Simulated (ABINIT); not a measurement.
# Ba2ScCuO4 (P4/mmm): G0W0 on several meshes in ABINIT

Wanted: mesh dependence and cost of G0W0 for Ba2ScCuO4 (P4/mmm).

Program: ABINIT 10.8.3. Level of theory: PBEsol and many-body steps on it, plane waves. Results are calculated unless marked as measured.

In doubt: a PseudoDojo file used here is known to give poor structures and forces, which bears on pressures, cells, forces and phonons.

## (1) Set-up

The structure is tetragonal, space group P4/mmm (No. 123). The conventional cell has a = 4.177 Å, b = 4.177 Å, c = 8.079 Å, α = 90.00°, β = 90.00°, γ = 90.00°. Ba has 8 O at 2.81 to 2.97 Å nearest. Nearest to Sc lie 6 O at 2.09 to 2.22 Å. Nearest to Cu lie 2 O at 1.82 Å. O has 2 Sc at 2.09 Å and 4 Ba at 2.81 Å nearest. O has 1 Cu at 1.82 Å and 1 Sc at 2.22 Å and 4 Ba at 2.97 Å nearest. Farther neighbours and most contacts between anions are not listed.

Coordinates:

```cif
data_structure
_symmetry_space_group_name_H-M 'P 1'
_symmetry_Int_Tables_number 1
_cell_length_a 4.1770
_cell_length_b 4.1770
_cell_length_c 8.0789
_cell_angle_alpha 90.000
_cell_angle_beta 90.000
_cell_angle_gamma 90.000
_cell_volume 140.95
loop_
_atom_site_label
_atom_site_type_symbol
_atom_site_fract_x
_atom_site_fract_y
_atom_site_fract_z
_atom_site_occupancy
Ba1 Ba 0.50000 0.50000 0.76798 1
Ba2 Ba 0.50000 0.50000 0.23202 1
Sc3 Sc 0.00000 0.00000 0.00000 1
Cu4 Cu 0.00000 0.00000 0.50000 1
O5 O 0.00000 0.50000 0.00000 1
O6 O 0.50000 0.00000 0.00000 1
O7 O 0.00000 0.00000 0.72467 1
O8 O 0.00000 0.00000 0.27533 1
```

The cell and positions are those that the Materials Project relaxed with its own functionals (PBE, PBE+U or r2SCAN), kept fixed. Spin-orbit coupling is left out unless a step names it.

## (2) Empty states on the mesh, 2×2×1 mesh, 292 bands

This step: ABINIT 10.8.3; DFT, PBEsol, plane waves, norm-conserving pseudopotentials.

The sums over transitions need many empty states on a uniform mesh; this step solves for them.

run.abi

```
acell 3*1.0 Angstrom
rprim 
  4.176956000000 0.000000000000 0.000000000000
  0.000000000000 4.176956000000 0.000000000000
  0.000000000000 0.000000000000 8.078857000000
ntypat 4
znucl 56 21 29 8
natom 8
typat 1 1 2 3 4 4 4 4
xred 
  0.500000000000 0.500000000000 0.767977000000
  0.500000000000 0.500000000000 0.232023000000
  0.000000000000 0.000000000000 0.000000000000
  0.000000000000 0.000000000000 0.500000000000
  0.000000000000 0.500000000000 0.000000000000
  0.500000000000 0.000000000000 0.000000000000
  0.000000000000 0.000000000000 0.724671000000
  0.000000000000 0.000000000000 0.275329000000
pp_dirpath "pseudos"
pseudos "Ba.upf, Sc.upf, Cu.upf, O.upf"
ecut 42
ngkpt 2 2 1
nshiftk 1
shiftk 0 0 0
kptopt 1
chksymbreak 0
iscf -2
irdden 1
istwfk *1
nband 292
nbdbuf 26
tolwfr 1e-09
nstep 60
prtvol 0
indata_prefix "in"
outdata_prefix "out"
tmpdata_prefix "tmp"
```

Started as:

```sh
$ OMP_NUM_THREADS=1 mpirun -n 4 abinit run.abi > log
```

Numbers of over 12 decimals in the logs are rounded to 6 here.

Output:

```text
.Version 10.8.3 of ABINIT. v10.8.2 released Aug 2026.

 Symmetries : space group P4/m m m (#123); Bravais tP (primitive tetrag.)
[... echo of the input left out ...]
== DATASET  1 ==================================================================
-   mpi_nproc: 4, omp_nthreads: 1 (-1 if OMP is not activated)
-    --> not optimal distribution: autoparal keyword recommended in input file <--

--- !DatasetInfo
iteration_state: {dtset: 1, }
dimensions: {natom: 8, nkpt: 3, mband: 292, nsppol: 1, nspinor: 1, nspden: 1, mpw: 12409, }
cutoff_energies: {ecut:  42.0, pawecutdg:  -1.0, }
[...]
2.91447    2.91447    2.91450    2.92273    2.92946    2.93156    2.93556    2.94402
   2.94743    2.97019    2.97019    2.98497    2.98499    3.01182    3.01229    3.03818
   3.03826    3.04182    3.04358    3.05081
 prteigrs : prtvol=0 or 1, do not print more k-points.

== END DATASET(S) ==============================================================
================================================================================

 -outvars: echo values of variables after computation  --------
            nband         292
             nkpt           3
          spgroup         123
 [... the other variables as echoed above ...]

 Calculation completed.
```

Wall time 2.8 min (4 MPI ranks of Arm Neoverse V2, shared host); peak memory 0.55 GiB.

Numbers from this step:

```yaml
gap: 1.956 eV
k_of_the_valence_top: 0.5, 0.5, 0
k_of_the_conduction_bottom: 0.5, 0, 0
least_direct_gap: 1.995 eV
k_points_computed: 3
lowest_point_of_the_top_converged_band_above_the_valence_top: 70.0048 eV
```

On this mesh the gap is 1.956 eV.

The density comes from a self-consistent run that is not shown.

## (3) Screening, 2×2×1 mesh, 130 bands, screening to 114.3 eV

The RPA dielectric matrix is built and inverted for each q.

This step: RPA screening on PBEsol, plane waves, norm-conserving pseudopotentials.

run.abi, as its differences from that of step 2:

```diff
@@ -26,10 +26,11 @@
 chksymbreak 0
-iscf -2
-irdden 1
 istwfk *1
-nband 292
-nbdbuf 26
-tolwfr 1e-09
-nstep 60
-prtvol 0
+occopt 1
+irdwfk 1
+optdriver 3
+nband 130
+ecuteps 4.2
+inclvkb 2
+awtr 1
+symchi 1
 indata_prefix "in"
```

Output:

```text
.Version 10.8.3 of ABINIT. v10.8.2 released Aug 2026.

 Symmetries : space group P4/m m m (#123); Bravais tP (primitive tetrag.)
[... echo of the input left out ...]
== DATASET  1 ==================================================================
-   mpi_nproc: 4, omp_nthreads: 1 (-1 if OMP is not activated)

--- !DatasetInfo
iteration_state: {dtset: 1, }
dimensions: {natom: 8, nkpt: 3, mband: 130, nsppol: 1, nspinor: 1, nspden: 1, mpw: 12409, }
cutoff_energies: {ecut:  42.0, pawecutdg:  -1.0, }
electrons: {nelect:   7.40000000E+01, charge:   0.00000000E+00, occopt:   1.00000000E+00, tsmear:   1.00000000E-02, }

 SCREENING: Calculation of the susceptibility and dielectric matrices

 Based on a program developped by R.W. Godby, V. Olevano, G. Onida, and L. Reining.
 Incorporated in ABINIT by V. Olevano, G.-M. Rignanese, and M. Torrent.
.Using double precision arithmetic ; gwpc =  8

[... cell and pseudopotentials left out ...]
--------------------------------------------------------------------------------

 ==== K-mesh for the wavefunctions ====
 Number of points in the irreducible wedge :     3
[... list of points left out ...]
 Together with 16 symmetry operations and time-reversal symmetry
 yields     4 points in the full Brillouin Zone.

 ==== Q-mesh for the screening function ====
 Number of points in the irreducible wedge :     3
[... list of points left out ...]
 Together with 16 symmetry operations and time-reversal symmetry
 yields     4 points in the full Brillouin Zone.

 setmesh: FFT mesh size selected  =    32x   32x   60
          total number of points  =        61440

 vcoul_init : cutoff-mode = AUXILIARY_FUNCTION
 q-points for optical limit:   1
     1)      0.000010    0.000020    0.000030

- screening: taking advantage of time-reversal symmetry
- Maximum band index for partially occupied states nbvw = 37
- Remaining bands to be divided among processors   nbcw = 93
- Number of bands treated by each node ~23

 Number of electrons calculated from density =   74.0000; Expected =   74.0000
 average of density, n =  0.077797
 r_s =    1.4532
 omega_plasma =   26.9053 [eV]

 calculating chi0 at frequencies [eV] :
  1    0.000000E+00    0.000000E+00
  2    0.000000E+00    2.690533E+01

--------------------------------------------------------------------------------
  q-point number  1        q = ( 0.000000, 0.000000, 0.000000) [r.l.u.]
--------------------------------------------------------------------------------
[... chi0 elements left out ...]
 For q-point:  0.000010 0.000020 0.000030
  dielectric constant =   5.1966
  dielectric constant without local fields =   5.8361

  Average fulfillment of the sum rule on Im[epsilon] for q-point    1 :     47.17  [%]
[... wings left out ...]
  q-point number  2        q = ( 0.500000, 0.000000, 0.000000) [r.l.u.]
--------------------------------------------------------------------------------
[... chi0 elements left out ...]
  Average fulfillment of the sum rule on Im[epsilon] for q-point    2 :     49.43  [%]

 [... 1 further q-points ...]
```

Elapsed: 39 s, on 4 MPI ranks; peak memory 1.6 GiB.

Numbers from this step:

- ε∞ with local fields, on this mesh, along the program's q direction: 5.197
- the same without local fields: 5.836
- plasma frequency: 26.91 eV
- plane waves in the screening matrix: 379

Local fields lower ε∞ by 11 %. On a Γ-centred mesh this coarse the value itself is usually too large, while a short band sum pulls it down.

## (4) 2×2×1

The self-energy is evaluated for the states that the input lists, and the levels follow from it, in one-shot runs by the linearised quasiparticle equation.

This step: G0W0 on PBEsol, plane waves, norm-conserving pseudopotentials.

run.abi, as its differences from that of step 3:

```diff
@@ -29,8 +29,19 @@
 irdwfk 1
-optdriver 3
+optdriver 4
 nband 130
+gwcalctyp 0
+ecutsigx 42
+symsigma 1
+nkptgw 3
+kptgw 
+  0.5000000000 0.5000000000 0.0000000000
+  0.5000000000 0.0000000000 0.0000000000
+  0.0000000000 0.0000000000 0.0000000000
+bdgw 
+  36 39
+  36 39
+  36 39
 ecuteps 4.2
-inclvkb 2
-awtr 1
-symchi 1
+irdscr 1
+ppmodel 1
 indata_prefix "in"
```

Output:

```text
.Version 10.8.3 of ABINIT. v10.8.2 released Aug 2026.

 Symmetries : space group P4/m m m (#123); Bravais tP (primitive tetrag.)
[... echo of the input left out ...]
== DATASET  1 ==================================================================
-   mpi_nproc: 4, omp_nthreads: 1 (-1 if OMP is not activated)

--- !DatasetInfo
iteration_state: {dtset: 1, }
dimensions: {natom: 8, nkpt: 3, mband: 130, nsppol: 1, nspinor: 1, nspden: 1, mpw: 12409, }
cutoff_energies: {ecut:  42.0, pawecutdg:  -1.0, }
electrons: {nelect:   7.40000000E+01, charge:   0.00000000E+00, occopt:   1.00000000E+00, tsmear:   1.00000000E-02, }

 SIGMA: Calculation of the GW corrections

 Based on a program developped by R.W. Godby, V. Olevano, G. Onida, and L. Reining.
 Incorporated in ABINIT by V. Olevano, G.-M. Rignanese, and M. Torrent.
.Using double precision arithmetic ; gwpc =  8

[... cell and pseudopotentials left out ...]
--------------------------------------------------------------------------------

 ==== K-mesh for the wavefunctions ====
 Number of points in the irreducible wedge :     3
[... list of points left out ...]
 Together with 16 symmetry operations and time-reversal symmetry
 yields     4 points in the full Brillouin Zone.

 ==== Q-mesh for screening function ====
 Number of points in the irreducible wedge :     3
[... list of points left out ...]
 Together with 16 symmetry operations and time-reversal symmetry
 yields     4 points in the full Brillouin Zone.

 vcoul_init : cutoff-mode = AUXILIARY_FUNCTION
 q-points for optical limit:   1
     1)      0.000010    0.000020    0.000030
 setmesh: FFT mesh size selected  =    48x   48x   90
          total number of points  =       207360

 Number of electrons calculated from density =   74.0000; Expected =   74.0000
 average of density, n =  0.077797
 r_s =    1.4532
 omega_plasma =   26.9053 [eV]

 === KS Band Gaps ===
  >>>> For spin  1
   Minimum direct gap =   1.9952 [eV], located at k-point      :   0.5000  0.0000  0.0000
   Fundamental gap    =   1.9562 [eV], Top of valence bands at :   0.5000  0.5000  0.0000
                                       Bottom of conduction at :   0.5000  0.0000  0.0000
 SIGMA fundamental parameters:
 PLASMON POLE MODEL  1
 number of plane-waves for SigmaX                12409
 number of plane-waves for SigmaC and W            379
 number of plane-waves for wavefunctions         12409
 number of bands                                   130
 number of independent spin polarizations            1
 number of spinorial components                      1
 number of k-points in IBZ                           3
 number of q-points in IBZ                           3
 number of symmetry operations                      16
 number of k-points in BZ                            4
 number of q-points in BZ                            4
 number of frequencies for dSigma/dE                 9
 frequency step for dSigma/dE [eV]                0.25
 number of omega for Sigma on real axis              0
 max omega for Sigma on real axis  [eV]           0.00
 zcut for avoiding poles [eV]                     0.10

 EPSILON^-1 parameters (SCR file):
 dimension of the eps^-1 matrix on file            379
 dimension of the eps^-1 matrix used               379
 number of plane-waves for wavefunctions         12409
 number of bands                                   130
 number of q-points in IBZ                           3
 number of frequencies                               2
 number of real frequencies                          1
 number of imag frequencies                          1

 matrix elements of self-energy operator (all in [eV])

 Perturbative Calculation

--- !SelfEnergy_ee
iteration_state: {dtset: 1, }
kpoint     : [   0.500,    0.500,    0.000, ]
spin       : 1
KS_gap     :    2.491
QP_gap     :    3.382
Delta_QP_KS:    0.892
data: !SigmaeeData |
     Band     E0 <VxcDFT>   SigX SigC(E0)      Z dSigC/dE  Sig(E)    E-E0       E
       36   5.325 -25.764 -32.578   6.632   0.736  -0.358 -25.898  -0.133   5.192
       37   5.325 -25.764 -32.578   6.632   0.736  -0.358 -25.898  -0.133   5.192
       38   7.816 -10.010  -5.947  -3.143   0.824  -0.213  -9.252   0.759   8.574
       39   7.816 -10.010  -5.947  -3.143   0.824  -0.213  -9.252   0.759   8.574

--- !SelfEnergy_ee
iteration_state: {dtset: 1, }
kpoint     : [   0.500,    0.000,    0.000, ]
spin       : 1
KS_gap     :    1.995
QP_gap     :    2.764
Delta_QP_KS:    0.769
data: !SigmaeeData |
     Band     E0 <VxcDFT>   SigX SigC(E0)      Z dSigC/dE  Sig(E)    E-E0       E
       36   4.822 -26.669 -33.888   6.932   0.733  -0.365 -26.879  -0.210   4.612
       37   5.286 -25.135 -31.781   6.483   0.738  -0.355 -25.255  -0.120   5.166
[...]
--- !SelfEnergy_ee
iteration_state: {dtset: 1, }
kpoint     : [   0.000,    0.000,    0.000, ]
spin       : 1
KS_gap     :    2.402
QP_gap     :    3.745
Delta_QP_KS:    1.343
data: !SigmaeeData |
     Band     E0 <VxcDFT>   SigX SigC(E0)      Z dSigC/dE  Sig(E)    E-E0       E
[...]
37   5.102 -25.786 -32.614   6.627   0.736  -0.359 -25.933  -0.148   4.954
       38   7.504 -19.036 -15.069  -2.456   0.791  -0.265 -17.841   1.195   8.699
       39   8.620 -15.445  -8.319  -4.525   0.799  -0.251 -13.366   2.079  10.699

 New Fermi energy :        2.411143E-01 Ha ,    6.561054E+00 eV

 === QP Band Gaps ===
  >>>> For spin  1
   Minimum direct gap =   2.7644 [eV], located at k-point      :   0.5000  0.0000  0.0000
   Fundamental gap    =   2.7385 [eV], Top of valence bands at :   0.5000  0.5000  0.0000
                                       Bottom of conduction at :   0.5000  0.0000  0.0000

== END DATASET(S) ==============================================================
================================================================================

 -outvars: echo values of variables after computation  --------
           etotal      0.0000000000E+00
            nband         130
             nkpt           3
          spgroup         123
 [... the other variables as echoed above ...]

 Calculation completed.
```

The job ended after 14 s (4 MPI ranks; peak memory 1 GiB).

Numbers from this step:

```
G0W0 gap on the points computed              : 2.738 eV
starting gap on the mesh                     : 1.956 eV
k of the valence top                         : 0.5, 0.5, 0
k of the conduction bottom                   : 0.5, 0, 0
Z at the valence top                         : 0.736
Z at the conduction bottom                   : 0.826
least direct G0W0 gap on the computed points : 2.764 eV
```

The gap on the mesh goes from 1.96 eV to 2.74 eV, a correction of +0.78 eV.

## (5) Empty states on the mesh, 4×4×2 mesh, 142 bands

This step: DFT, PBEsol, plane waves, norm-conserving pseudopotentials.

run.abi, as its differences from that of step 4:

```diff
@@ -21,3 +21,3 @@
 ecut 42
-ngkpt 2 2 1
+ngkpt 4 4 2
 nshiftk 1
@@ -26,22 +26,10 @@
 chksymbreak 0
+iscf -2
+irdden 1
 istwfk *1
-occopt 1
-irdwfk 1
-optdriver 4
-nband 130
-gwcalctyp 0
-ecutsigx 42
-symsigma 1
-nkptgw 3
-kptgw 
-  0.5000000000 0.5000000000 0.0000000000
-  0.5000000000 0.0000000000 0.0000000000
-  0.0000000000 0.0000000000 0.0000000000
-bdgw 
-  36 39
-  36 39
-  36 39
-ecuteps 4.2
-irdscr 1
-ppmodel 1
+nband 142
+nbdbuf 12
+tolwfr 1e-09
+nstep 60
+prtvol 0
 indata_prefix "in"
```

Output:

```text
.Version 10.8.3 of ABINIT. v10.8.2 released Aug 2026.

 Symmetries : space group P4/m m m (#123); Bravais tP (primitive tetrag.)
[... echo of the input left out ...]
== DATASET  1 ==================================================================
-   mpi_nproc: 4, omp_nthreads: 1 (-1 if OMP is not activated)

--- !DatasetInfo
iteration_state: {dtset: 1, }
dimensions: {natom: 8, nkpt: 12, mband: 142, nsppol: 1, nspinor: 1, nspden: 1, mpw: 12444, }
cutoff_energies: {ecut:  42.0, pawecutdg:  -1.0, }
[...]
1.45243    1.46300    1.46300    1.46366    1.48024    1.52088    1.52088    1.52884
   1.54409    1.56238    1.56238    1.56684    1.57720    1.58187    1.58950    1.58950
   1.59901    1.60842    1.60852    1.62765    1.65494    1.66500
 prteigrs : prtvol=0 or 1, do not print more k-points.

== END DATASET(S) ==============================================================
================================================================================

 -outvars: echo values of variables after computation  --------
            nband         142
             nkpt          12
          spgroup         123
 [... the other variables as echoed above ...]

 Calculation completed.
```

Elapsed: 2.7 min, on 4 MPI ranks; peak memory 0.75 GiB; 11 min of CPU time.

This step gave:

| Item | Value |
| --- | --- |
| gap | 1.933 eV |
| k of the valence top | 0, 0, 0.5 |
| k of the conduction bottom | 0.5, 0, 0 |
| least direct gap | 1.995 eV |
| k points computed | 12 |
| lowest point of the top converged band, above the valence top | 36.33 eV |

On this mesh the gap is 1.933 eV.

(Continued in part 2 of 2.)

[Paths, hosts, dates, memory and timing lines, banners, echoed tables and standing remarks are left out of the program output.]

[Logs are printed without paths, hosts, clocks, repeated set-up lines and the standing remarks that a program may print on its own settings, such as how far it seeks lower states.]

[Runs of the session that timed out or met a known fault of the program may be left out.]

[Hosts, paths, dates, database ids (printed as entryN), source tags and the programs' standing remarks are cut or masked in the printed files.]

[G0W0 gaps are taken among the corrected bands and points alone; a level outside them can change the order at an edge.]

[Where Ansatz stands beside ABINIT at settings called matched, ABINIT's density can come from a denser mesh and the files from another edition; pairs whose starting gaps differed by over 0.03 eV were left out, so agreement reads better than it is.]
